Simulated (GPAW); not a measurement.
# Work function of H/Ta(100) at several levels

How far do functional and basis move the work function of H/Ta(100)?

Program: GPAW 26.7.0. Level of theory: GPAW, PAW setups; slab in vacuum, relaxation, in the first sound run; inputs show where later runs differ. Results are calculated unless marked as measured.

## Step 1: Set-up

The cell holds 6 atoms: 5 Ta and 1 H. Its edges and angles: a = 3.310 Å, b = 3.310 Å, c = 25.120 Å, α = 90.0°, β = 90.0°, γ = 90.0°. Vacuum lies along c.

## Step 2: Relaxation

Forces are removed first; all later runs use this geometry. The lowest 2 atoms are held at bulk positions and keep their forces.

Contents of run.py:

```python
import json
import numpy as np
from ase import Atoms
from ase.constraints import FixAtoms
from ase.optimize import BFGS
from gpaw import GPAW, PW

slab = Atoms(
    ['Ta', 'Ta', 'Ta', 'Ta', 'Ta', 'H'],
    positions=[
        [0.00000, 0.00000, 9.00000],
        [1.65500, 1.65500, 10.65500],
        [0.00000, 0.00000, 12.31000],
        [1.65500, 1.65500, 13.96500],
        [0.00000, 0.00000, 15.62000],
        [1.65500, 1.65500, 16.12000]],
    cell=[[3.31, 0.0, 0.0], [0.0, 3.31, 0.0], [0.0, 0.0, 25.12]],
    pbc=[True, True, False])

slab.calc = GPAW(mode=PW(500), xc='PBE', kpts={'size': (10, 10, 1), 'gamma': True},
                 occupations={'name': 'fermi-dirac', 'width': 0.1}, nbands='160%',
                 convergence={'density': 1e-05}, maxiter=200,
                 poissonsolver={'dipolelayer': 'xy'},
                 symmetry={'tolerance': 1e-3, 'extra_ids': [1, 1, 0, 0, 0, 0]}, txt='slab.txt')
result = {}
slab.set_constraint(FixAtoms([0, 1]))
path = []
opt = BFGS(slab, maxstep=0.2)
opt.attach(lambda: path.append((slab.get_potential_energy(), slab.positions.tolist(), slab.get_forces().tolist())))
result['relaxed'] = bool(opt.run(fmax=0.03, steps=40))
result['path'] = path
energy = slab.get_potential_energy()
fermi = slab.calc.get_fermi_level()
v = slab.calc.get_electrostatic_potential().mean((0, 1)) - fermi
n = slab.calc.get_pseudo_density().mean((0, 1))
L = slab.cell[2, 2]
z = np.arange(len(v)) * L / len(v)
low, high = slab.positions[:, 2].min(), slab.positions[:, 2].max()
below, above = np.interp([low - 6.8, high + 6.8], z, v)
slopes = [np.interp(x, z, np.gradient(v, z)) for x in (low - 6.8, high + 6.8)]
eps = np.array([[slab.calc.get_eigenvalues(k, s) for k in range(len(slab.calc.get_ibz_k_points()))]
                for s in range(slab.calc.get_number_of_spins())]) - fermi
top, bottom = eps[eps < 0].max(), eps[eps > 0].min()
dipole = slab.get_dipole_moment()[2]
print(f'energy {energy:.4f} eV, Fermi level {fermi:.4f} eV, dipole {dipole:.5f} e A')
print(f'potential 6.8 A off the faces, from the Fermi level: lower {below:.4f} eV, upper {above:.4f} eV')
print(f'slope of the potential there: lower {slopes[0]:.5f}, upper {slopes[1]:.5f} eV/A')
print(f'nearest levels on the mesh: {top:.4f} and {bottom:.4f} eV')
print('magnetic moment', round(slab.get_magnetic_moment(), 3))
result.update(energy=energy, fermi=fermi, dipole=dipole, below=below, above=above, slopes=slopes, edges=[top, bottom],
              z=z.tolist(), v=v.tolist(), n=n.tolist(), positions=slab.positions.tolist(),
              forces=slab.get_forces(apply_constraint=False).tolist(), moments=slab.get_magnetic_moments().tolist())
json.dump(result, open('result.json', 'w'))
```

Run with:

```console
> OMP_NUM_THREADS=1 OPENBLAS_NUM_THREADS=1 python run.py
```

The log of the run:

```text
Step          Energy          fmax
BFGS:    0      -49.429804        1.768660
BFGS:    1      -49.488066        1.400677
BFGS:    2      -49.575613        0.594682
BFGS:    3      -49.584446        0.236661
BFGS:    4      -49.586137        0.198904
BFGS:    5      -49.592423        0.110375
BFGS:    6      -49.592744        0.107719
BFGS:    7      -49.598898        0.056169
BFGS:    8      -49.598982        0.049937
BFGS:    9      -49.599294        0.018817
energy -49.4996 eV, Fermi level 1.6610 eV, dipole 0.01741 e A
potential 6.8 A off the faces, from the Fermi level: lower 3.9534 eV, upper 3.6641 eV
slope of the potential there: lower -0.00001, upper 0.00008 eV/A
nearest levels on the mesh: -0.0029 and 0.0015 eV
magnetic moment 0.0
```

The job ended after 38 min (1 thread of Arm Neoverse V1, shared host; peak memory 0.38 GiB).

Step by step:

```
step  energy less that of the first step (eV)  largest force (eV/Å)
   1                                   0.0000                1.7687
   2                                  -0.0620                1.4007
   3                                  -0.1655                0.5947
   4                                  -0.1702                0.2367
   5                                  -0.1721                0.1989
   6                                  -0.1798                0.1104
   7                                  -0.1802                0.1077
   8                                  -0.1869                0.0562
   9                                  -0.1871                0.0499
  10                                  -0.1879                0.0188
```

The atoms that moved most (Å):

```
atom     dx     dy      dz  length
 Ta5  0.000  0.000  -0.141   0.141
  H6  0.000  0.000  -0.126   0.126
 Ta4  0.000  0.000   0.052   0.052
```

The relaxed structure:

```xyz
6
Lattice="3.3100 0.0000 0.0000 0.0000 3.3100 0.0000 0.0000 0.0000 25.1200" Properties=species:S:1:pos:R:3
Ta    0.0000    0.0000    9.0000
Ta    1.6550    1.6550   10.6550
Ta    0.0000    0.0000   12.3107
Ta    1.6550    1.6550   14.0168
Ta    0.0000    0.0000   15.4794
H     1.6550    1.6550   15.9941
```

Numbers from this step:

- dipole along the normal: 0.01741 e·Å
- levels nearest the Fermi level on the mesh: -0.002886, 0.001468 eV from the Fermi level
- upper work function: 3.664 eV
- lower work function: 3.953 eV

The electrostatic potential energy of an electron (without an applied field's), less the Fermi level, planar mean oscillates, so the rows of the table below give means over windows of 1.58 Å about each position, cut where the curve ends. Its maxima inside the range that stand out by 2 % of the span (Å: eV): 9.9: -6.90, 11.4: -6.96, 13.2: -6.41, 14.7: -10.0. Its minima: 9.0: -17.6, 10.7: -17.2, 12.3: -17.2, 14.0: -17.5, 15.4: -18.6.

Electrostatic potential energy of an electron (without an applied field's), less the Fermi level, planar mean against z; means over each step:

```
z (Å)  electrostatic potential energy of an electron (without an applied field's), less the Fermi level, planar mean (eV)
 0.79                                                                                                                3.94
 2.37                                                                                                                3.95
 3.95                                                                                                                3.95
 5.53                                                                                                                3.91
 7.11                                                                                                                2.76
 8.69                                                                                                               -10.5
10.27                                                                                                               -11.9
11.85                                                                                                               -11.8
13.43                                                                                                               -11.4
15.01                                                                                                               -14.3
16.59                                                                                                               -2.79
18.17                                                                                                                3.42
19.75                                                                                                                3.65
21.33                                                                                                                3.66
22.91                                                                                                                3.66
24.49                                                                                                                3.68
```

Pseudo valence density, planar mean against z:

```
z (Å)  pseudo valence density, planar mean (e/Å³)
  4.5                                      8.4e-5
  5.0                                      2.4e-4
  5.5                                      6.9e-4
  6.0                                     0.00194
  6.5                                     0.00540
  7.0                                      0.0150
  7.5                                      0.0396
  8.0                                       0.119
  8.5                                       0.479
  9.0                                        1.06
  9.5                                       0.563
 10.0                                       0.472
 10.5                                        1.01
 11.0                                       0.765
 11.5                                       0.416
 12.0                                       0.817
 12.5                                       0.977
 13.0                                       0.419
 13.5                                       0.560
 14.0                                        1.11
 14.5                                       0.655
 15.0                                       0.655
 15.5                                        1.12
 16.0                                       0.538
 16.5                                       0.153
 17.0                                      0.0454
 17.5                                      0.0153
 18.0                                     0.00543
 18.5                                     0.00195
 19.0                                      7.0e-4
 19.5                                      2.5e-4
 20.0                                      9.2e-5
```

The relaxation lowered the energy of the cell by 0.188 eV (energies extrapolated to zero smearing; the optimiser's log prints free energies). The largest force left on a free atom is 0.019 eV/Å.

## Step 3: The slab's potential

With the geometry fixed, the planar mean of the potential gives the vacuum level on each side.

This step: GPAW, PAW setups; slab in vacuum (GPAW 26.7.0).

run.py: that of step 2 with these lines changed.

```diff
@@ -3,4 +3,2 @@
 from ase import Atoms
-from ase.constraints import FixAtoms
-from ase.optimize import BFGS
 from gpaw import GPAW, PW
@@ -12,6 +10,6 @@
         [1.65500, 1.65500, 10.65500],
-        [0.00000, 0.00000, 12.31000],
-        [1.65500, 1.65500, 13.96500],
-        [0.00000, 0.00000, 15.62000],
-        [1.65500, 1.65500, 16.12000]],
+        [0.00000, 0.00000, 12.31070],
+        [1.65500, 1.65500, 14.01680],
+        [-0.00000, 0.00000, 15.47943],
+        [1.65500, 1.65500, 15.99414]],
     cell=[[3.31, 0.0, 0.0], [0.0, 3.31, 0.0], [0.0, 0.0, 25.12]],
@@ -23,10 +21,4 @@
                  poissonsolver={'dipolelayer': 'xy'},
-                 symmetry={'tolerance': 1e-3, 'extra_ids': [1, 1, 0, 0, 0, 0]}, txt='slab.txt')
+                 symmetry={'tolerance': 1e-3}, txt='slab.txt')
 result = {}
-slab.set_constraint(FixAtoms([0, 1]))
-path = []
-opt = BFGS(slab, maxstep=0.2)
-opt.attach(lambda: path.append((slab.get_potential_energy(), slab.positions.tolist(), slab.get_forces().tolist())))
-result['relaxed'] = bool(opt.run(fmax=0.03, steps=40))
-result['path'] = path
 energy = slab.get_potential_energy()
```

The log of the run:

```text
energy -49.4996 eV, Fermi level 1.6610 eV, dipole 0.01741 e A
potential 6.8 A off the faces, from the Fermi level: lower 3.9533 eV, upper 3.6642 eV
slope of the potential there: lower -0.00001, upper 0.00008 eV/A
nearest levels on the mesh: -0.0029 and 0.0014 eV
magnetic moment 0.0
```

The job ended after 4.7 min (1 thread; peak memory 0.36 GiB).

This step gave:

| Quantity | Value |
| --- | --- |
| levels nearest the Fermi level on the mesh | -0.002911, 0.001446 eV from the Fermi level |

The electrostatic potential energy of an electron (without an applied field's), less the Fermi level, planar mean oscillates, so the rows of the table below give means over windows of 1.58 Å about each position, cut where the curve ends. Its maxima inside the range that stand out by 2 % of the span (Å: eV): 9.9: -6.90, 11.4: -6.96, 13.2: -6.41, 14.7: -10.0. Its minima: 9.0: -17.6, 10.7: -17.2, 12.3: -17.2, 14.0: -17.5, 15.4: -18.6.

Table of electrostatic potential energy of an electron (without an applied field's), less the Fermi level, planar mean by z; means over each step:

(Unchanged from step 2.)

Pseudo valence density, planar mean against z:

z (Å), pseudo valence density, planar mean (e/Å³) and a bar:
```
      4.5       0.00 
      5.0       0.00 
      5.5       0.00 
      6.0       0.00 
      6.5       0.01 
      7.0       0.01 
      7.5       0.04 #
      8.0       0.12 ###
      8.5       0.48 #############
      9.0       1.06 ############################
      9.5       0.56 ###############
     10.0       0.47 #############
     10.5       1.01 ###########################
     11.0       0.77 ####################
     11.5       0.42 ###########
     12.0       0.82 ######################
     12.5       0.98 ##########################
     13.0       0.42 ###########
     13.5       0.56 ###############
     14.0       1.11 ##############################
     14.5       0.65 #################
     15.0       0.65 #################
     15.5       1.12 ##############################
     16.0       0.54 ##############
     16.5       0.15 ####
     17.0       0.05 #
     17.5       0.02 
     18.0       0.01 
     18.5       0.00 
     19.0       0.00 
     19.5       0.00 
     20.0       0.00
```

Force by atom:

```
atom  x (eV/Å)  y (eV/Å)  z (eV/Å)  size
 Ta1      0.00      0.00      1.36  1.36
 Ta2      0.00      0.00     -1.35  1.35
 Ta3      0.00      0.00     -0.02  0.02
 Ta4      0.00      0.00      0.00  0.00
 Ta5      0.00      0.00     -0.02  0.02
  H6      0.00      0.00      0.02  0.02
```

The potential is flat to 8.2e-5 eV/Å where it is read, so the vacuum is wide enough.

## Step 4: OptPBE vdW: xc = "optPBE-vdW"

The same geometry under optPBE-vdW, to see how far the functional moves the levels against the vacuum (the van der Waals functionals take revPBE setups).

run.py: that of step 3 with these lines changed.

```diff
@@ -17,3 +17,3 @@
 
-slab.calc = GPAW(mode=PW(500), xc='PBE', kpts={'size': (10, 10, 1), 'gamma': True},
+slab.calc = GPAW(mode=PW(500), xc='optPBE-vdW', kpts={'size': (10, 10, 1), 'gamma': True},
                  occupations={'name': 'fermi-dirac', 'width': 0.1}, nbands='160%',
```

The log of the run:

```text
energy -134.0281 eV, Fermi level 1.5341 eV, dipole 0.01555 e A
potential 6.8 A off the faces, from the Fermi level: lower 4.1482 eV, upper 3.8899 eV
slope of the potential there: lower -0.00006, upper 0.00010 eV/A
nearest levels on the mesh: -0.0211 and 0.0294 eV
magnetic moment 0.0
```

The job ended after 4.9 min (1 thread; peak memory 0.58 GiB).

Numbers from this step:

```yaml
dipole_along_the_normal: 0.01555 e·Å
levels_nearest_the_fermi_level_on_the_mesh: -0.02109, 0.02939 eV from the Fermi level
upper_work_function: 3.890 eV
lower_work_function: 4.148 eV
```

The electrostatic potential energy of an electron (without an applied field's), less the Fermi level, planar mean oscillates, so the rows of the table below give means over windows of 1.58 Å about each position, cut where the curve ends. Its maxima inside the range that stand out by 2 % of the span (Å: eV): 9.9: -6.90, 11.4: -6.97, 13.2: -6.43, 14.7: -10.0. Its minima: 9.0: -17.6, 10.7: -17.2, 12.3: -17.2, 14.0: -17.5, 15.4: -18.6.

Electrostatic potential energy of an electron (without an applied field's), less the Fermi level, planar mean against z; means over each step:

```
z (Å)  electrostatic potential energy of an electron (without an applied field's), less the Fermi level, planar mean (eV)
 0.79                                                                                                                4.13
 2.37                                                                                                                4.15
 3.95                                                                                                                4.15
 5.53                                                                                                                4.09
 7.11                                                                                                                2.87
 8.69                                                                                                               -10.5
10.27                                                                                                               -11.9
11.85                                                                                                               -11.8
13.43                                                                                                               -11.4
15.01                                                                                                               -14.3
16.59                                                                                                               -2.72
18.17                                                                                                                3.60
19.75                                                                                                                3.87
21.33                                                                                                                3.89
22.91                                                                                                                3.89
24.49                                                                                                                3.90
```

The pseudo valence density, planar mean oscillates, so the rows of the table below give means over windows of 1.67 Å about each position, cut where the curve ends. Its maxima inside the range that stand out by 2 % of the span (Å: e/Å³): 8.9: 1.07, 10.6: 1.11, 12.3: 1.12, 14.0: 1.12, 15.4: 1.15. Its minima: 9.9: 0.419, 11.5: 0.411, 13.2: 0.382, 14.7: 0.536.

Pseudo valence density, planar mean against z; means over each step:

```
z (Å)  pseudo valence density, planar mean (e/Å³)
 4.17                                      9.9e-5
 5.84                                     0.00240
 7.51                                      0.0740
 9.18                                       0.683
10.86                                       0.716
12.52                                       0.704
14.20                                       0.767
15.86                                       0.636
17.54                                      0.0242
19.20                                      8.5e-4
20.88                                      3.8e-5
```

Force by atom:

```
atom  x (eV/Å)  y (eV/Å)  z (eV/Å)  size
 Ta1      0.00      0.00      1.11  1.11
 Ta2      0.00      0.00     -1.34  1.34
 Ta3      0.00      0.00     -0.04  0.04
 Ta4      0.00      0.00     -0.06  0.06
 Ta5      0.00      0.00      0.23  0.23
  H6      0.00      0.00      0.10  0.10
```

The upper face's work function is 3.890 eV, against 3.664 eV in the first plane-wave PBE run at this geometry.

[end of part 1 of 2]

[Logs are printed without paths, hosts, clocks, repeated set-up lines and the standing remarks that a program may print on its own settings, such as how far it seeks lower states.]

[Hosts, paths, dates, database ids (printed as entryN), source tags and the programs' standing remarks are cut or masked in the printed files.]
